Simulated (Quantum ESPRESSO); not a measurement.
# LaW (Pm-3m): from the cell to the phonon bands

How does LaW (Pm-3m) vibrate, and is this structure a minimum?

Main program and level: Quantum ESPRESSO 7.5; DFT LDA, scalar-relativistic, plane waves, JTH PAW pseudopotentials.

This is a report of a sequence of runs, with most program output left out.

The structure was built from a prototype and need not be the compound's stable phase.

## 1. The starting structure

Symmetry: Pm-3m, No. 221, cubic system. The conventional cell has a = 3.688 Å, b = 3.688 Å, c = 3.688 Å, α = 90.00°, β = 90.00°, γ = 90.00°. Nearest to La lie 8 W at 3.19 Å. Nearest to W lie 8 La at 3.19 Å. Farther neighbours are not listed.

## 2. A probe with smearing

Before anything dear is run, a loose run with smearing shows whether this is a metal and how far the cell is from rest.

The input, probe.in:

```
 &control
    calculation='scf',
    prefix='x',
    outdir='./tmp',
    pseudo_dir='./pseudo',
    tprnfor=.true.,
    tstress=.true.,
    verbosity='high',
 /
 &system
    ibrav=0,
    nat=2,
    ntyp=2,
    ecutwfc=40.0,
    ecutrho=200.0,
    occupations='smearing',
    smearing='gaussian',
    degauss=0.01,
 /
 &electrons
    conv_thr=1.0d-07,
    mixing_beta=0.7,
    electron_maxstep=100,
 /
ATOMIC_SPECIES
 La    138.9055  La.upf
 W     183.8400  W.upf
CELL_PARAMETERS angstrom
     3.687956950    0.000000000    0.000000000
     0.000000000    3.687956950    0.000000000
     0.000000000    0.000000000    3.687956950
ATOMIC_POSITIONS crystal
 La     0.000000000   0.000000000   0.000000000
 W      0.500000000   0.500000000   0.500000000
K_POINTS automatic
 6 6 6 0 0 0
```

Command:

```console
$ OMP_NUM_THREADS=1 mpirun -n 4 pw.x -nk 4 -in probe.in > probe.out
```

It took 7.9 s on 4 MPI ranks of Arm Neoverse V1, shared host; 31 s of CPU time.

Read from the output:

```yaml
volume_per_atom: 25.08 Å³
pressure: -10.50 GPa
gap_on_the_k_mesh: 0 eV
```

No gap opens on this mesh, so smearing is kept; the start stands at -10 GPa.

## 3. Relaxing the cell and atoms

The relaxation runs at a cutoff a fifth above that of the response, since stress converges more slowly with the basis than frequencies do. Forces and stress are brought to rest with tight thresholds.

The input, relax.in:

```
 &control
    calculation='vc-relax',
    prefix='x',
    outdir='./tmp',
    pseudo_dir='./pseudo',
    tprnfor=.true.,
    tstress=.true.,
    forc_conv_thr=2.0d-05,
    etot_conv_thr=1.0d-07,
    nstep=40,
 /
 &system
    ibrav=0,
    nat=2,
    ntyp=2,
    ecutwfc=48,
    ecutrho=240.0,
    occupations='smearing',
    smearing='gaussian',
    degauss=0.02,
 /
 &electrons
    conv_thr=1.0d-11,
    mixing_beta=0.7,
    electron_maxstep=100,
 /
 &ions
 /
 &cell
    press_conv_thr=0.2,
 /
ATOMIC_SPECIES
 La    138.9055  La.upf
 W     183.8400  W.upf
CELL_PARAMETERS angstrom
     3.687956950    0.000000000    0.000000000
     0.000000000    3.687956950    0.000000000
     0.000000000    0.000000000    3.687956950
ATOMIC_POSITIONS crystal
 La     0.000000000   0.000000000   0.000000000
 W      0.500000000   0.500000000   0.500000000
K_POINTS automatic
 8 8 8 0 0 0
```

Command:

```console
$ OMP_NUM_THREADS=1 mpirun -n 4 pw.x -nk 4 -in relax.in > relax.out
```

It took 92 s on 4 MPI ranks.

The steps of the relaxation:

```csv
step,energy less that of the first step (eV),largest force (eV/Å),pressure (GPa),volume (Å³)
1,0.0000,0.0000,-9.92,50.16
2,-0.1306,0.0000,-6.70,47.66
3,-0.2123,0.0000,-0.18,44.08
4,-0.2124,0.0000,0.02,43.99
5,-0.2124,0.0000,0.00,44.00
6,-0.2090,0.0000,-0.12,44.00
```

```csv
"conventional cell, symmetrised",before,after,change
a (Å),3.688,3.530,-4.3 %
b (Å),3.688,3.530,-4.3 %
c (Å),3.688,3.530,-4.3 %
volume (Å³/atom),25.08,22.00,-12.3 %
```

Final coordinates:

```
La W
1.0
     3.53032    0.00000    0.00000
     0.00000    3.53032    0.00000
     0.00000    0.00000    3.53032
La W
1 1
Direct
  0.00000 0.00000 0.00000
  0.50000 0.50000 0.50000
```

The last row of the table of steps is pw.x's closing run on a basis chosen anew for the final cell, so its energy can jump.

Numbers from this step:

```yaml
volume_per_atom: 22.00 Å³
pressure: -0.123 GPa
```

The volume changes by -12.3 % from the cell with which this run began.

## 4. Relaxation

A variable-cell run keeps the plane waves of its start, so its end shows a stress on a fresh basis; a second run from that cell removes it.

relax.in: that of step 3 with these lines changed.

```diff
@@ -35,5 +35,5 @@
 CELL_PARAMETERS angstrom
-     3.687956950    0.000000000    0.000000000
-     0.000000000    3.687956950    0.000000000
-     0.000000000    0.000000000    3.687956950
+     3.530315962    0.000000000    0.000000000
+     0.000000000    3.530315962    0.000000000
+     0.000000000    0.000000000    3.530315962
 ATOMIC_POSITIONS crystal
```

Run time: 58 s. Hardware: 4 MPI ranks; 3.9 min of CPU time.

Little changed from the start: no atom moved by 0.005 Å and no cell edge by 0.1 %.

The last row of the table of steps is pw.x's closing run on a basis chosen anew for the final cell, so its energy can jump.

This step gave:

| Item | Value |
| --- | --- |
| volume per atom | 21.97 Å³ |
| pressure | -0.002 GPa |

## 5. Ground state

Perturbation theory inherits every error of the wavefunctions, so the threshold is set near the limit of the arithmetic. Smearing stays on, as the first look found no gap above 0.3 eV.

The input, scf.in:

```
 &control
    calculation='scf',
    prefix='x',
    outdir='./tmp',
    pseudo_dir='./pseudo',
    tprnfor=.true.,
    tstress=.true.,
 /
 &system
    ibrav=0,
    nat=2,
    ntyp=2,
    ecutwfc=40.0,
    ecutrho=200.0,
    occupations='smearing',
    smearing='gaussian',
    degauss=0.02,
 /
 &electrons
    conv_thr=1.0d-12,
    mixing_beta=0.7,
    electron_maxstep=100,
 /
ATOMIC_SPECIES
 La    138.9055  La.upf
 W     183.8400  W.upf
CELL_PARAMETERS angstrom
     3.528856166    0.000000000    0.000000000
     0.000000000    3.528856166    0.000000000
     0.000000000    0.000000000    3.528856166
ATOMIC_POSITIONS crystal
 La     0.000000000   0.000000000   0.000000000
 W      0.500000000   0.500000000   0.500000000
K_POINTS automatic
 8 8 8 0 0 0
```

Command:

```console
$ OMP_NUM_THREADS=1 mpirun -n 4 pw.x -nk 4 -in scf.in > scf.out
```

Run time: 12 s. Hardware: 4 MPI ranks; 48 s of CPU time.

Numbers from this step:

```
pressure : -0.08700 GPa
```

The cell stands at -0.087 GPa, close enough for phonons.

## 6. Linear response on the mesh

Linear response treats each wavevector in the unit cell, with no supercell; the 2×2×2 mesh fixes the range of the force constants to be had.

The input, ph.in:

```
phonons
 &inputph
    prefix='x',
    outdir='./tmp',
    fildyn='x.dyn',
    tr2_ph=1.0d-18,
    alpha_mix(1)=0.4,
    nmix_ph=8,
    ldisp=.true.,
    nq1=2,
    nq2=2,
    nq3=2,
 /
```

Command:

```console
$ OMP_NUM_THREADS=1 mpirun -n 4 ph.x -nk 4 -in ph.in > ph.out
```

The job ended after 12 min (4 MPI ranks).

Read from the output:

- largest acoustic frequency at the zone centre before the sum rule: -0.77 cm⁻¹
- highest optical zone-centre mode (no LO-TO term): 112.0 cm⁻¹
- lowest optical zone-centre mode: 112.0 cm⁻¹
- lowest mode on the q mesh (acoustic ones at the zone centre apart): -88.74 cm⁻¹

Frequencies (cm⁻¹) at each irreducible wavevector; negative means imaginary. Frequencies by wavevector:

```csv
q (fractions),star,mode 1,mode 2,mode 3,mode 4,mode 5,mode 6
0 0 0,1,-0.77,-0.77,-0.77,112,112,112
0 0 -0.5,3,-48.32,-47.24,-47.24,80.75,80.75,154.5
0 -0.5 -0.5,3,-88.74,-88.74,29.13,56.12,137.1,137.1
-0.5 -0.5 -0.5,1,-37.71,-37.71,-37.71,126.6,126.6,126.6
```

The acoustic modes at Γ come out as far as 0.8 cm⁻¹ from zero, where they should vanish, a small numerical error.

## 7. Fourier transform to real space

The dynamical matrices of the mesh are Fourier-transformed to force constants in real space.

The input, q2r.in:

```
 &input
    fildyn='x.dyn',
    zasr='simple',
    flfrc='x.fc',
 /
```

Command:

```console
$ q2r.x < q2r.in > q2r.out
```

It took 0.46 s on 1 thread.

## 8. Interpolated phonon bands

From the force constants any wavevector is cheap; points of the mesh come back as solved, but for the sum rule and, in polar crystals, the LO-TO term at Γ; the rest is interpolation.

The input, matdyn.in:

```
 &input
    asr='simple',
    flfrc='x.fc',
    flfrq='x.freq',
    flvec='x.modes',
    q_in_band_form=.true.,
    q_in_cryst_coord=.true.,
 /
8
  0.0000000   0.0000000   0.0000000  12  ! GAMMA
  0.0000000   0.5000000   0.0000000  12  ! X
  0.5000000   0.5000000   0.0000000  12  ! M
  0.0000000   0.0000000   0.0000000  12  ! GAMMA
  0.5000000   0.5000000   0.5000000  12  ! R
  0.0000000   0.5000000   0.0000000   1  ! X
  0.5000000   0.5000000   0.5000000  12  ! R
  0.5000000   0.5000000   0.0000000   1  ! M
```

Command:

```console
$ matdyn.x -in matdyn.in > matdyn.out
```

Elapsed: 0.46 s, on 1 thread.

This step gave:

```yaml
lowest_frequency_on_the_path: -88.74 cm⁻¹
```

Matdyn.x, sum rule simple. The phonon branches at the labelled points (cm⁻¹):

```csv
point,branch 1,branch 2,branch 3,branch 4,branch 5,branch 6
Γ,0,0,0,112,112,112
halfway,-30,-30,16,97,97,130
X,-48,-47,-47,81,81,154
halfway,-74,-71,21,61,114,146
M,-89,-89,29,56,137,137
halfway,-61,-36,-25,83,117,127
Γ,0,0,0,112,112,112
halfway,-54,-54,-44,111,115,115
R,-38,-38,-38,127,127,127
halfway,-74,-52,-40,100,108,140
X,-48,-47,-47,81,81,154
jump to R,-38,-38,-38,127,127,127
halfway,-69,-69,29,92,132,132
M,-89,-89,29,56,137,137
```

Lowest modes at the softest wavevector of the mesh; phase exp(i q.(R + tau)). The modes at q = (0.000, 0.500, 0.500) (shares of kinetic energy by element, %) (negative means imaginary):

```csv
mode,frequency (cm⁻¹),La %,W %
1,-88.7,7,93
2,-88.7,7,93
3,29.1,100,0
4,56.1,0,100
5,137.1,93,7
6,137.1,93,7
```

Displacements in mode 2 (-88.7 cm⁻¹), the largest set to 1, in the home cell:
```
La1  0.00 -0.32  0.00
W2   0.00  0.00 -1.00
```

Displacements in mode 3 (29.1 cm⁻¹), the largest set to 1, in the home cell:
```
La1 1.00 0.00 0.00
W2  0.00 0.00 0.00
```

Force constants by pair (phonopy on the run's constants); pairs near half the supercell's span include their periodic images. Pair force constants, by row:

```csv
atom,neighbour,distance (Å),third of the trace (eV/Å²),along the pair's line (eV/Å²)
La1,itself,0,6.051,–
La1,W,3.056,-0.4565,-1.462
La1,La,3.529,-0.5187,-3.365
La1,La,4.991,-0.0447,-0.0996
La1,La,6.112,-0.7092,-0.7092
W2,itself,0,-0.9836,–
W2,La,3.056,-0.4565,-1.462
W2,W,3.529,0.6336,1.675
W2,W,4.991,0.7763,0.2674
W2,W,6.112,0.4056,0.4056
```

Mode patterns, pair constants, displacements and means over the zone were worked out by phonopy from the force constants of q2r.x.

The path dips to 89i cm⁻¹.

## 9. Density of states

Sums over the zone need many more wavevectors than were solved, so the interpolation is sampled on a dense mesh.

The input, matdyn.in:

```
 &input
    asr='simple',
    flfrc='x.fc',
    dos=.true.,
    fldos='x.dos',
    nk1=13,
    nk2=13,
    nk3=13,
    deltaE=0.3,
 /
```

Command:

```console
$ matdyn.x -in matdyn.in > matdyn.out
```

It took 4.7 s on 1 thread.

This step gave:

- share of modes beyond 3i cm⁻¹ on the dense interpolated mesh: 0.4359

The phonon density of states has structure finer than the step of the table below, so its rows give means over 10 cm⁻¹, whole bins alone (the curve runs from -88.2 to 153 cm⁻¹). Peaks (cm⁻¹: height): total -73.2: 0.0521, -37.2: 0.0403, 106.8: 0.0493, 136.8: 0.0639; La 106.8: 0.0427, 136.8: 0.0601; W -73.2: 0.0483, -37.2: 0.0370, 28.8: 0.0114, 52.8: 0.00671.

Tetrahedra. Phonon density of states against wavenumber; means over each step; values in 1/cm⁻¹/cell:

```csv
wavenumber (cm⁻¹),total,La,W
-80,0.0264,0.00184,0.0245
-70,0.0490,0.00350,0.0454
-60,0.0477,0.00303,0.0447
-50,0.0384,0.00237,0.0361
-40,0.0369,0.00286,0.0341
-30,0.0320,0.00350,0.0285
-20,0.0177,0.00218,0.0155
-10,0.00912,8.2e-4,0.00830
0,0.00674,3.3e-4,0.00641
10,0.00606,3.3e-4,0.00573
20,0.00737,6.0e-4,0.00677
30,0.0117,0.00166,0.0101
40,0.00784,0.00294,0.00491
50,0.00430,0.00178,0.00252
60,0.00739,0.00601,0.00138
70,0.0116,0.0108,8.5e-4
80,0.0228,0.0214,0.00145
90,0.0310,0.0281,0.00283
100,0.0371,0.0329,0.00421
110,0.0389,0.0347,0.00424
120,0.0394,0.0363,0.00315
130,0.0550,0.0517,0.00335
140,0.0409,0.0389,0.00209
```

## 10. Modes with the sum rule

A rigid shift of the crystal must cost nothing, but grids and finite bases break this; the acoustic sum rule is imposed before the matrix is diagonalised again.

The input, dynmat.in:

```
 &input
    fildyn='x.dyn1',
    asr='simple',
    fileig='dynmat.eig',
 /
```

Command:

```console
$ dynmat.x -in dynmat.in > dynmat.out
```

Wall time 0.45 s (1 thread).

Unit eigenvectors of the mass-weighted matrix after the sum rule; no LO-TO term. Modes at Γ, with each element's share of the kinetic energy:

```csv
mode,frequency (cm⁻¹),symmetry,La %,W %
1,0.0,acoustic,43,57
2,0.0,acoustic,43,57
3,0.0,acoustic,43,57
4,112.0,T1u,57,43
5,112.0,T1u,57,43
6,112.0,T1u,57,43
```

Displacements in mode 5 (112.0 cm⁻¹), the largest set to 1:
```
La1  0.00  0.00  1.00
W2   0.00  0.00 -0.76
```

The rule moves no optical mode by more than 0.1 cm⁻¹.

## 11. Sum rules set otherwise (asr crystal)

The rule can be imposed in more than one way; the choices should agree where the raw error is small.

The input, dynmat.in:

```
 &input
    fildyn='x.dyn1',
    asr='crystal',
    fileig='dynmat.eig',
 /
```

Command:

```console
$ dynmat.x -in dynmat.in > dynmat.out
```

Run time: 0.45 s. Hardware: 1 thread.

Zone-centre frequencies as printed; negative means imaginary. Modes:

```csv
mode,frequency (cm⁻¹)
1,0
2,0
3,0
4,112
5,112
6,112
```

Against the first rule no mode moves by more than 0.1 cm⁻¹.

## 12. Sum rules set otherwise (asr no)

Without the rule the raw error of the acoustic modes shows.

The input, dynmat.in:

```
 &input
    fildyn='x.dyn1',
    asr='no',
    fileig='dynmat.eig',
 /
```

Command:

```console
$ dynmat.x -in dynmat.in > dynmat.out
```

Elapsed: 0.45 s, on 1 thread.

Zone-centre frequencies as printed; negative means imaginary. Modes:

```csv
mode,frequency (cm⁻¹)
1,-0.77
2,-0.77
3,-0.77
4,112
5,112
6,112
```

Against the first rule no mode moves by more than 0.8 cm⁻¹.

## 13. The dispersion under another sum rule (asr all)

The sum rule corrects the force constants themselves, so it can shift branches at any wavevector, low ones most.

The input, matdyn.in:

```
 &input
    asr='all',
    flfrc='x.fc',
    flfrq='x.freq',
    flvec='x.modes',
    q_in_band_form=.true.,
    q_in_cryst_coord=.true.,
 /
8
  0.0000000   0.0000000   0.0000000   8  ! GAMMA
  0.0000000   0.5000000   0.0000000   8  ! X
  0.5000000   0.5000000   0.0000000   8  ! M
  0.0000000   0.0000000   0.0000000   8  ! GAMMA
  0.5000000   0.5000000   0.5000000   8  ! R
  0.0000000   0.5000000   0.0000000   1  ! X
  0.5000000   0.5000000   0.5000000   8  ! R
  0.5000000   0.5000000   0.0000000   1  ! M
```

Command:

```console
$ matdyn.x -in matdyn.in > matdyn.out
```

Run time: 0.46 s. Hardware: 1 thread.

At the labelled points the branches move by no more than 0.2 cm⁻¹.

## 14. What came out

```json
{
  "space group after relaxation": "Pm-3m",
  "volume per atom": "22.0 Å³",
  "highest optical zone-centre mode (no LO-TO term)": "112.0 cm⁻¹",
  "q mesh": "2×2×2",
  "lowest mode on the q mesh (acoustic ones at the zone centre apart)": "-88.7 cm⁻¹",
  "imaginary modes on the q mesh": "yes"
}
```

In words: LaW (Pm-3m) is unstable: a mode solved on the 2×2×2 mesh is imaginary, 89i cm⁻¹; its spectrum reaches 155 cm⁻¹. At the LDA level the optical modes of LaW (Pm-3m) at the zone centre lie at 112 cm⁻¹. The most unstable solved mode lies at q = (0, -0.5, -0.5), on the zone boundary, so the distortion that it points to doubles the cell. These are harmonic frequencies at zero temperature: anharmonic shifts and linewidths and thermal expansion are left out. Spin-orbit coupling is left out, which can matter for the heavy elements here. In a metal the frequencies hang on the k mesh and the smearing, most of all near Kohn anomalies. The runs are without spin polarisation, although the cell has an odd electron count or an open d or f shell, so a magnetic state was not tested. The q mesh stands for a supercell only 7.1 Å across, so branches between the solved wavevectors are rough. The structure is a hypothetical one, built on a prototype.

[Host names and launcher messages were left out of these logs when they were recorded.]

[Logs are printed without paths, hosts, clocks, repeated set-up lines and the standing remarks that a program may print on its own settings, such as how far it seeks lower states.]

[Hosts, paths, dates, database ids (printed as entryN), source tags and the programs' standing remarks are cut or masked in the printed files.]
